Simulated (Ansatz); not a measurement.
**A hypothetical structure for MgPbO2**

Starting from a made-up structure for MgPbO2, the aim is the relaxed cell, its shortest contacts and, where a second run follows, its electronic structure.

Program: Ansatz 0.2.0. Level of theory: DFT, PBEsol, plane-wave PAW, files of the set soft_1, scalar-relativistic, no spin, cell and ions relaxed at zero pressure; PAW set soft_1, in the first sound run; inputs show where later runs differ. Results are calculated unless marked as measured.

## 1. Set-up

It takes space group R-3m (No. 166, trigonal). Conventional cell: a = 3.441 Å, b = 3.441 Å, c = 15.819 Å, α = 90.00°, β = 90.00°, γ = 120.00°. Nearest to Pb lie 6 O at 2.37 Å. Nearest to Mg lie 6 O at 2.39 Å. Nearest to O lie 3 Pb at 2.37 Å and 3 Mg at 2.39 Å. Farther neighbours and most contacts between anions are not listed.

## 2. Relaxing cell and atoms

The guess takes its coordinates from another compound and its volume from a rule, so the cell and any free coordinates are relaxed together.

input.yaml reads:

```yaml
crystal:
  lattice:
    - [1.7205, 0.993331138, 5.273]
    - [-1.7205, 0.993331138, 5.273]
    - [0.0, -1.986662276, 5.273]
  atoms:
    - { symbol: Pb, position: [0.5, 0.5, 0.5] }
    - { symbol: Mg, position: [0.0, 0.0, 0.0] }
    - { symbol: O, position: [0.751066669, 0.751066669, 0.751066669] }
    - { symbol: O, position: [0.248933331, 0.248933331, 0.248933331] }
kpoints:
  mp_grid: { grid: [9, 9, 9] }
scf:
  occupations: { method: fermi_dirac, width: 0.05 }
hamiltonian:
  xc: pbesol
  pseudopotentials: { kind: paw, azcp: { folder: soft_1 }, xc_functional: pbe }
relax:
  f_tol: 0.015
  max_steps: 70
  cell: {}
output:
  forces: true
  stress: true
```

Launch:

```sh
ansatz run input.yaml --threads 4 --pin off --max-ram 8192MiB --backend cpu --events-out ev --progress --plain --runs-dir out
```

Numbers of over 12 decimals in the logs are rounded to 6 here.

The log of the run:

```text
basis.fft_grid_basis auto: the FFT boxes are laid along the combinations [[1, 0, -1], [0, 1, -1], [0, 0, 1]] of the cell's own vectors, 3.441, 3.441 and 5.635 Å long. The dense box has 24×24×40 points. Along the cell's own vectors, as sized, it would have 40×40×40, 2.78 times as many. Of the 12 symmetry operations that the crystal satisfies within crystal.symmetry.tolerance (time reversal apart; of a slab, those that [...]
Engine: ansatz 0.2.0, aarch64-unknown-linux-gnu
Pseudopotentials: kind: paw
Pseudopotential: Pb, paw, valence charge 14, recommended cutoff 420 eV (normal), soft_1/Pb.paw.azcp
Pseudopotential: Mg, paw, valence charge 10, recommended cutoff 420 eV (normal), soft_1/Mg.paw.azcp
Pseudopotential: O, paw, valence charge 6, recommended cutoff 420 eV (normal), soft_1/O.paw.azcp
Functional definition: PBEsol
  exchange = pbesol_x
  correlation = pbesol_c
Crystal: 4 atoms, lattice volume = 54.070 Å³
Basis set: ecut = 420 eV, 1049 PW (Γ), FFT grids on a1−a3, a2−a3, a3, exchange–correlation on 48×48×80 points (8 copies of the dense FFT grid, shifted against one another)
Bands: 22, of which v1, the nominal top of the filled ones, is band 18 counted from 1 (17 counted from 0)
Symmetry: 12 space group operations
Space group: R-3m (ITA 166), of the structure as read, at distance tolerance 3.8e-5 Å
k-points: 85 of 729
Non-local potential: Pb, projectors of the file, l = 0: 2, l = 1: 2, l = 2: 2, l = 3: 1
Non-local potential: Mg, projectors of the file, l = 0: 3, l = 1: 2, l = 2: 1
Non-local potential: O, projectors of the file, l = 0: 2, l = 1: 2, l = 2: 1
PAW form: soft (Blöchl's): semilocal exchange-correlation on the pseudo side does not see the compensation charge
PAW frozen core: Pb, regenerated for the run's functional, and the local potential with it (the file was generated under x = pbe(κ = 0.804, μ = 0.219515), c = pbe(β = 0.066725))
PAW frozen core: Mg, regenerated for the run's functional, and the local potential with it (the file was generated under x = pbe(κ = 0.804, μ = 0.219515), c = pbe(β = 0.066725))
PAW frozen core: O, regenerated for the run's functional, and the local potential with it (the file was generated under x = pbe(κ = 0.804, μ = 0.219515), c = pbe(β = 0.066725))
PAW one-centre angular grid: Pb, 590 points (default); XC on 64 Gauss nodes
PAW one-centre angular grid: Mg, 110 points (default); XC on 64 Gauss nodes
PAW one-centre angular grid: O, 110 points (default); XC on 64 Gauss nodes
Initial density: superposition of atomic densities (chi_scale 0.1, normalization cell, long waves kept (reshape's long-wave potential 0.13 eV rms))
Initial wavefunctions: pseudopotential atomic-orbital guess
Functional: x = pbesol(κ = 0.804, μ = 0.123457), c = pbesol(β = 0.046)
SCF iter   1: F=—  HF=-14791.481767 eV  |F-HF|=—  |Δ(HF+E_count)|=         —  Δρ=5.20e-2  dr2=1.20e0  ethr=3.10e-3  ⟨swp⟩=6.1  Hψ=9162  notcnv=0
preconditioner: auto → none  [insulator: Δε(μ)=0.274 eV  Ē_g=15.127 eV  σ=0.050 eV  W_gap=0.79  n_scr=16 (ndim 8)  ℏωp=26.7 eV  f_vac=0.000  D(μ)=0.11/eV (n_scr^D=0)  ε∞_Penn≈4.1]
SCF iter   2: F=—  HF=-14791.203795 eV  |F-HF|=—  |Δ(HF+E_count)|=   2.78e-1  Δρ=2.10e-2  dr2=1.58e-1  ethr=3.10e-3  ⟨swp⟩=2.5  Hψ=4407  notcnv=0
SCF iter   3: F=—  HF=-14791.224505 eV  |F-HF|=—  |Δ(HF+E_count)|=   2.07e-2  Δρ=5.41e-3  dr2=1.44e-2  ethr=4.38e-4  ⟨swp⟩=3.0  Hψ=3831  notcnv=0
SCF iter   4: F=—  HF=-14791.228086 eV  |F-HF|=—  |Δ(HF+E_count)|=   3.58e-3  Δρ=9.37e-4  dr2=7.11e-4  ethr=4.01e-5  ⟨swp⟩=2.1  Hψ=3674  notcnv=0
SCF iter   5: F=—  HF=-14791.228194 eV  |F-HF|=—  |Δ(HF+E_count)|=   1.08e-4  Δρ=1.85e-4  dr2=1.64e-5  ethr=1.98e-6  ⟨swp⟩=2.4  Hψ=2856  notcnv=0
SCF iter   6: F=—  HF=-14791.228204 eV  |F-HF|=—  |Δ(HF+E_count)|=   9.45e-6  Δρ=4.02e-5  dr2=7.31e-7  ethr=4.57e-8  ⟨swp⟩=2.3  Hψ=3048  notcnv=0
SCF iter   7: F=-14791.228203 eV  HF=-14791.228203 eV  |F-HF|=2.94e-9  |Δ(HF+E_count)|=   7.57e-8  Δρ=5.22e-6  dr2=9.85e-9  ethr=2.78e-10  ⟨swp⟩=5.1  Hψ=7566  notcnv=0
SCF 1 converged in 7 iterations: F = -14791.228203 eV  dr2 = 9.85e-9
  greatest PAW one-centre occupation: 1.000 electrons in one spin orbital (limit 2), on the Mg atom at site 1 (counted from 0), in its partial waves of l = 0
relax step   1: F+E_penalty+E_count = -14791.22820345 eV  Δ(F+E_penalty+E_count) = +0.000e0 eV  max|allowed force component| = 3.482e0 eV/Å  Δτ_max = 0.0000 Å  P = +9.845 GPa  Ω = 54.070 Å³  (7 SCF iters, dr2 threshold 1.00e-7 eV, accepted)
Crystal: 4 atoms, lattice volume = 56.353 Å³
Basis set: ecut = 420 eV, 1087 PW (Γ), FFT grids on a1−a3, a2−a3, a3, exchange–correlation on 48×48×80 points (8 copies of the dense FFT grid, shifted against one another)
Initial density: handed on by an earlier stage of this run
Initial wavefunctions: those handed on with the density
iter 1 solved again at ethr=1.26e-4 eV; its pass at ethr=3.10e-3 eV (dr2=4.53e-2 eV) is discarded
SCF iter   1: F=—  HF=-14792.179600 eV  |F-HF|=—  |Δ(HF+E_count)|=         —  Δρ=1.04e-2  dr2=4.50e-2  ethr=1.26e-4  ⟨swp⟩=1.4  Hψ=11742  notcnv=0
preconditioner: auto → none  [insulator: Δε(μ)=0.915 eV  Ē_g=14.872 eV  σ=0.050 eV  W_gap=1.00  n_scr=16 (ndim 8)  ℏωp=26.2 eV  f_vac=0.000  D(μ)=0.00/eV (n_scr^D=0)  ε∞_Penn≈4.1]
SCF iter   2: F=—  HF=-14792.170507 eV  |F-HF|=—  |Δ(HF+E_count)|=   9.09e-3  Δρ=4.45e-3  dr2=3.26e-3  ethr=1.25e-4  ⟨swp⟩=2.1  Hψ=2806  notcnv=0
SCF iter   3: F=—  HF=-14792.171324 eV  |F-HF|=—  |Δ(HF+E_count)|=   8.17e-4  Δρ=1.54e-3  dr2=3.70e-4  ethr=9.05e-6  ⟨swp⟩=2.7  Hψ=2999  notcnv=0
SCF iter   4: F=—  HF=-14792.171553 eV  |F-HF|=—  |Δ(HF+E_count)|=   2.29e-4  Δρ=2.30e-4  dr2=7.34e-6  ethr=1.03e-6  ⟨swp⟩=2.2  Hψ=2877  notcnv=0
iter 5 did not close the SCF: its close was put off for the readings that it lacked (scf_convergence_deferred on its scf_iter line)
SCF iter   5: F=-14792.171559 eV  HF=-14792.171559 eV  |F-HF|=3.61e-8  |Δ(HF+E_count)|=   6.07e-6  Δρ=3.08e-5  dr2=2.51e-7  ethr=2.04e-8  ⟨swp⟩=2.0  Hψ=2896  notcnv=0
SCF iter   6: F=-14792.171559 eV  HF=-14792.171559 eV  |F-HF|=3.49e-9  |Δ(HF+E_count)|=   3.62e-8  Δρ=6.37e-6  dr2=9.04e-9  ethr=6.98e-10  ⟨swp⟩=3.0  Hψ=7494  notcnv=0
SCF 2 converged in 6 iterations: F = -14792.171559 eV  dr2 = 9.04e-9
relax step   2: F+E_penalty+E_count = -14792.17155885 eV  Δ(F+E_penalty+E_count) = -9.434e-1 eV  max|allowed force component| = 1.064e0 eV/Å  Δτ_max = 0.1951 Å  P = -3.594 GPa  Ω = 56.353 Å³  energy of the carried Pulay correction = -4.057e-3 eV  (6 SCF iters, dr2 threshold 4.00e-7 eV, accepted)
Crystal: 4 atoms, lattice volume = 52.459 Å³
Basis set: ecut = 420 eV, 1051 PW (Γ), FFT grids on a1−a3, a2−a3, a3, exchange–correlation on 48×48×80 points (8 copies of the dense FFT grid, shifted against one another)
iter 1 solved again at ethr=2.50e-4 eV; its pass at ethr=3.10e-3 eV (dr2=9.01e-2 eV) is discarded
SCF iter   1: F=—  HF=-14792.496389 eV  |F-HF|=—  |Δ(HF+E_count)|=         —  Δρ=1.03e-2  dr2=9.01e-2  ethr=2.50e-4  ⟨swp⟩=1.5  Hψ=12232  notcnv=0
preconditioner: auto → none  [insulator: Δε(μ)=0.669 eV  Ē_g=15.281 eV  σ=0.050 eV  W_gap=1.00  n_scr=16 (ndim 8)  ℏωp=27.1 eV  f_vac=0.000  D(μ)=0.00/eV (n_scr^D=0)  ε∞_Penn≈4.2]
SCF iter   2: F=—  HF=-14792.474346 eV  |F-HF|=—  |Δ(HF+E_count)|=   2.20e-2  Δρ=4.51e-3  dr2=4.44e-3  ethr=2.50e-4  ⟨swp⟩=2.9  Hψ=2854  notcnv=0
SCF iter   3: F=—  HF=-14792.474449 eV  |F-HF|=—  |Δ(HF+E_count)|=   1.04e-4  Δρ=1.66e-3  dr2=5.56e-4  ethr=1.23e-5  ⟨swp⟩=2.1  Hψ=2800  notcnv=0
SCF iter   4: F=—  HF=-14792.474637 eV  |F-HF|=—  |Δ(HF+E_count)|=   1.88e-4  Δρ=2.97e-4  dr2=1.50e-5  ethr=1.54e-6  ⟨swp⟩=2.2  Hψ=2535  notcnv=0
SCF iter   5: F=—  HF=-14792.474645 eV  |F-HF|=—  |Δ(HF+E_count)|=   7.26e-6  Δρ=3.71e-5  dr2=2.69e-7  ethr=4.16e-8  ⟨swp⟩=2.0  Hψ=2918  notcnv=0
SCF iter   6: F=-14792.474645 eV  HF=-14792.474645 eV  |F-HF|=1.56e-9  |Δ(HF+E_count)|=   1.16e-7  Δρ=5.48e-6  dr2=9.48e-9  ethr=7.48e-10  ⟨swp⟩=2.9  Hψ=7200  notcnv=0
SCF 3 converged in 6 iterations: F = -14792.474645 eV  dr2 = 9.48e-9
relax step   3: F+E_penalty+E_count = -14792.47464475 eV  Δ(F+E_penalty+E_count) = -3.031e-1 eV  max|allowed force component| = 4.135e-1 eV/Å  Δτ_max = 0.1453 Å  P = +0.789 GPa  Ω = 52.459 Å³  energy of the carried Pulay correction = +2.968e-3 eV  (6 SCF iters, dr2 threshold 4.00e-7 eV, accepted)
[...]
relax step   4: F+E_penalty+E_count = -14792.50227172 eV  Δ(F+E_penalty+E_count) = -2.763e-2 eV  max|allowed force component| = 7.674e-2 eV/Å  Δτ_max = 0.0299 Å  P = -0.824 GPa  Ω = 53.145 Å³  energy of the carried Pulay correction = +1.692e-3 eV  (6 SCF iters, dr2 threshold 4.00e-7 eV, accepted)
[...]
relax step   5: F+E_penalty+E_count = -14792.50482538 eV  Δ(F+E_penalty+E_count) = -2.554e-3 eV  max|allowed force component| = 1.400e-2 eV/Å  Δτ_max = 0.0041 Å  P = -0.165 GPa  Ω = 52.831 Å³  energy of the carried Pulay correction = +2.274e-3 eV  (6 SCF iters, dr2 threshold 4.00e-7 eV, accepted)
[...]
relax step   6: F+E_penalty+E_count = -14792.50497970 eV  Δ(F+E_penalty+E_count) = -1.543e-4 eV  max|allowed force component| = 5.177e-3 eV/Å  Δτ_max = 0.0012 Å  P = +0.003 GPa  Ω = 52.777 Å³  energy of the carried Pulay correction = +2.374e-3 eV  (6 SCF iters, dr2 threshold 1.96e-7 eV, accepted)
[...]
relax step   7: F+E_penalty+E_count = -14792.50978780 eV  Δ(F+E_penalty+E_count) = -4.808e-3 eV  max|allowed force component| = 4.786e-3 eV/Å  Δτ_max = 0.0000 Å  P = +0.111 GPa  Ω = 52.777 Å³  stress off target by 5.52e-1 GPa  SCF on the basis re-selected at this cell (its energy is not comparable with the rows above)  (6 SCF iters)
[...]
relax step   8: F+E_penalty+E_count = -14792.51006162 eV  Δ(F+E_penalty+E_count) = -2.738e-4 eV  max|allowed force component| = 2.230e-3 eV/Å  Δτ_max = 0.0002 Å  P = -0.021 GPa  Ω = 52.805 Å³  energy of the carried Pulay correction = -4.288e-5 eV  (6 SCF iters, dr2 threshold 4.00e-7 eV, accepted)
iter 1 solved again at ethr=2.76e-8 eV; its pass at ethr=3.10e-3 eV (dr2=9.95e-6 eV) is discarded
SCF iter   1: F=—  HF=-14792.510112 eV  |F-HF|=—  |Δ(HF+E_count)|=         —  Δρ=5.79e-5  dr2=5.03e-8  ethr=2.76e-8  ⟨swp⟩=4.4  Hψ=15870  notcnv=0
preconditioner: auto → none  [insulator: Δε(μ)=0.614 eV  Ē_g=15.370 eV  σ=0.050 eV  W_gap=1.00  n_scr=16 (ndim 8)  ℏωp=27.0 eV  f_vac=0.000  D(μ)=0.00/eV (n_scr^D=0)  ε∞_Penn≈4.1]
SCF iter   2: F=—  HF=-14792.510096 eV  |F-HF|=—  |Δ(HF+E_count)|=   1.62e-5  Δρ=2.89e-5  dr2=1.22e-8  ethr=1.40e-10  ⟨swp⟩=2.0  Hψ=3342  notcnv=0
SCF iter   3: F=—  HF=-14792.510097 eV  |F-HF|=—  |Δ(HF+E_count)|=   1.04e-6  Δρ=6.65e-7  dr2=9.58e-11  ethr=3.39e-11  ⟨swp⟩=2.0  Hψ=2557  notcnv=0
iter 4 did not close the SCF: its close was put off for the readings that it lacked (scf_convergence_deferred on its scf_iter line)
SCF iter   4: F=-14792.510097 eV  HF=-14792.510097 eV  |F-HF|=9.09e-12  |Δ(HF+E_count)|=  1.09e-10  Δρ=1.74e-7  dr2=4.08e-12  ethr=1.00e-12  ⟨swp⟩=2.3  Hψ=2448  notcnv=0
iter 5 did not close the SCF: its close was put off for the readings that it lacked (scf_convergence_deferred on its scf_iter line)
SCF iter   5: F=-14792.510097 eV  HF=-14792.510097 eV  |F-HF|=3.64e-12  |Δ(HF+E_count)|=  1.27e-11  Δρ=4.07e-8  dr2=9.39e-13  ethr=1.00e-12  ⟨swp⟩=1.0  Hψ=1870  notcnv=0
iter 6 did not close the SCF: its close was put off for the readings that it lacked (scf_convergence_deferred on its scf_iter line)
SCF iter   6: F=-14792.510097 eV  HF=-14792.510097 eV  |F-HF|=1.82e-12  |Δ(HF+E_count)|=  3.64e-12  Δρ=1.18e-8  dr2=3.40e-14  ethr=1.00e-12  ⟨swp⟩=1.0  Hψ=1870  notcnv=0
iter 7 did not close the SCF: its close was put off for the readings that it lacked (scf_convergence_deferred on its scf_iter line)
SCF iter   7: F=-14792.510097 eV  HF=-14792.510097 eV  |F-HF|=1.82e-12  |Δ(HF+E_count)|=  3.64e-12  Δρ=2.76e-9  dr2=1.47e-15  ethr=1.00e-12  ⟨swp⟩=1.0  Hψ=1870  notcnv=0
SCF iter   8: F=-14792.510097 eV  HF=-14792.510097 eV  |F-HF|=5.46e-12  |Δ(HF+E_count)|=  5.46e-12  Δρ=7.40e-10  dr2=5.90e-17  ethr=1.00e-12  ⟨swp⟩=1.8  Hψ=4548  notcnv=0
SCF 9 converged in 8 iterations: F = -14792.510097 eV  dr2 = 5.90e-17
relax step   9: F+E_penalty+E_count = -14792.51009689 eV  Δ(F+E_penalty+E_count) = -3.527e-5 eV  max|allowed force component| = 2.251e-3 eV/Å  Δτ_max = 0.0000 Å  P = -0.019 GPa  Ω = 52.805 Å³  stress off target by 2.51e-2 GPa  SCF on the basis re-selected at this cell (its energy is not comparable with the rows above)  (8 SCF iters)
basis re-selected at this cell: Δ(F+E_penalty+E_count) = -3.527e-5 eV, ΔP = +0.002 GPa vs the last step (what re-selecting the basis moved, of the pressure what is left beyond the Pulay correction that the steps carried, after the strain that the cell walked since its last selection, with what the two solves' SCF thresholds leave and, on support functions, any second-order correction that the steps lacked; it is no m [...]
SCF converged after 8 iterations
Free energy (F): -14792.510097 eV
Harris-Foulkes:  -14792.510097 eV  (|F-HF|=5.46e-12)
Internal energy: -14792.510069 eV  (E = F + TS)
E sigma→0 (E₀):  -14792.510083 eV
Entropy (-TS):   -0.000028 eV (-0.007 meV/atom)
Fermi energy:    10.684110 eV
--- Per-component energies (eV) ---
  E_band       = -296.196806
  E_kinetic    = 700.777430
  E_local      = -2858.493944  (includes V_loc(G=0)·N_el)
  E_nonlocal   = 607.632863
  E_hartree    = 1002.456089
  E_xc         = -375.415708
  E_vxc        = -358.019407  (∫ρ·V_xc dr)
  E_paw        = -10842.600393  (= ΣΔE_a)
  E_vpaw       = -393.007154  (= ΣTr[D̂ρ^β])
  E_aug_tail   = 0.001228  (compensation charges beyond the density's cutoff)
  E_ewald      = -3027.059243
  E_core_change = 0.191608  (= ΣΔE_core)
  E_smearing   = -0.000028  (= −TS)
  E_closure    = -0.000000  (closes the sum)
  Σ components = -14792.510097   (vs F -14792.510097, Δ=0.00e0)
--- Forces (eV/Å), atoms counted from 1 ---
  atom   1  Pb     0.00000000     0.00000000    -0.00000000
  atom   2  Mg     0.00000000    -0.00000000    -0.00000000
  atom   3  O      0.00000000    -0.00000000    -0.00225149
  atom   4  O      0.00000000     0.00000000     0.00225149
  max |Σ_I F_I| component: 8.67e-19 eV/Å
--- Stress (GPa, compression-positive) ---
       -0.016636       0.000000       0.000000
        0.000000      -0.016636      -0.000000
        0.000000      -0.000000      -0.025071
  P = ⅓ Tr σ = -0.0194 GPa (-0.194 kbar)
--- Relaxed structure (7 steps of the walk, 7 accepted, 2 SCFs on fresh bases) ---
  F+E_penalty+E_count = -14792.51009689 eV   max|allowed force component| = 2.251e-3 eV/Å   (the final SCF, on the basis selected at the relaxed cell)
  cell:  # Å, volume = 52.8046 Å³
    - [1.638590, 0.946040, 5.677286]
    - [-1.638590, 0.946040, 5.677286]
    - [0, -1.892080, 5.677286]
  atoms:
    - { symbol: Pb, position: [0.5, 0.5, 0.5] }
    - { symbol: Mg, position: [0, 0, 0] }
    - { symbol: O, position: [0.731786, 0.731786, 0.731786] }
    - { symbol: O, position: [0.268214, 0.268214, 0.268214] }
```

Elapsed: 8.9 s, on 4 threads of Arm Neoverse V2, shared host; peak memory 0.41 GiB.

The steps of the relaxation:

```csv
step,energy less that of the first step (eV),largest force component (eV/Å),pressure (GPa),volume (Å³)
1,0.0000,3.4815,9.84,54.07
2,-0.9434,1.0643,-3.59,56.35
3,-1.2464,0.4135,0.79,52.46
4,-1.2741,0.0767,-0.82,53.15
5,-1.2766,0.0140,-0.17,52.83
6,-1.2768,0.0052,0.00,52.78
7*,-1.2816,0.0048,0.11,52.78
8,-1.2819,0.0022,-0.02,52.80
9*,-1.2819,0.0023,-0.02,52.80
```

Relaxation steps marked * repeat the geometry before them on a plane-wave basis chosen anew for their cell, so energy and pressure can jump there.

Forces are held to the 12 operations that the run works with; a distortion that breaks them can't arise in this run.

```csv
"conventional cell, symmetrised",before,after,change
a (Å),3.441,3.277,-4.8 %
b (Å),3.441,3.277,-4.8 %
c (Å),15.819,17.032,+7.7 %
volume (Å³/atom),13.52,13.20,-2.3 %
```

The atoms that moved most (Å, as changes of fractional coordinates times the final cell):

```csv
atom,dx,dy,dz,length
O4,0.000,0.000,0.328,0.328
O3,0.000,0.000,-0.328,0.328
```

Numbers from this step:

* free energy: -14792.5101 eV
* Fermi energy: 10.68 eV
* gap by band count: 0.6145 eV
* electrons: 36
* symmetry operations: 12
* pressure: -0.01945 GPa

Shortest distances by pair of elements, guess and relaxed (not always the same contact):

```csv
pair,guess (Å),relaxed (Å)
Mg–O,2.394,2.193
O–Pb,2.375,2.563
O–O,3.274,2.916
Pb–Pb,3.441,3.277
Mg–Mg,3.441,3.277
```

The relaxation ends with a largest force component of 0.0023 eV/Å and a pressure of -0.02 GPa.

(Continued in part 2 of 2.)

[Logs are printed without paths, hosts, clocks, repeated set-up lines and the standing remarks that a program may print on its own settings, such as how far it seeks lower states.]

[Hosts, paths, dates, database ids (printed as entryN), source tags and the programs' standing remarks are cut or masked in the printed files.]
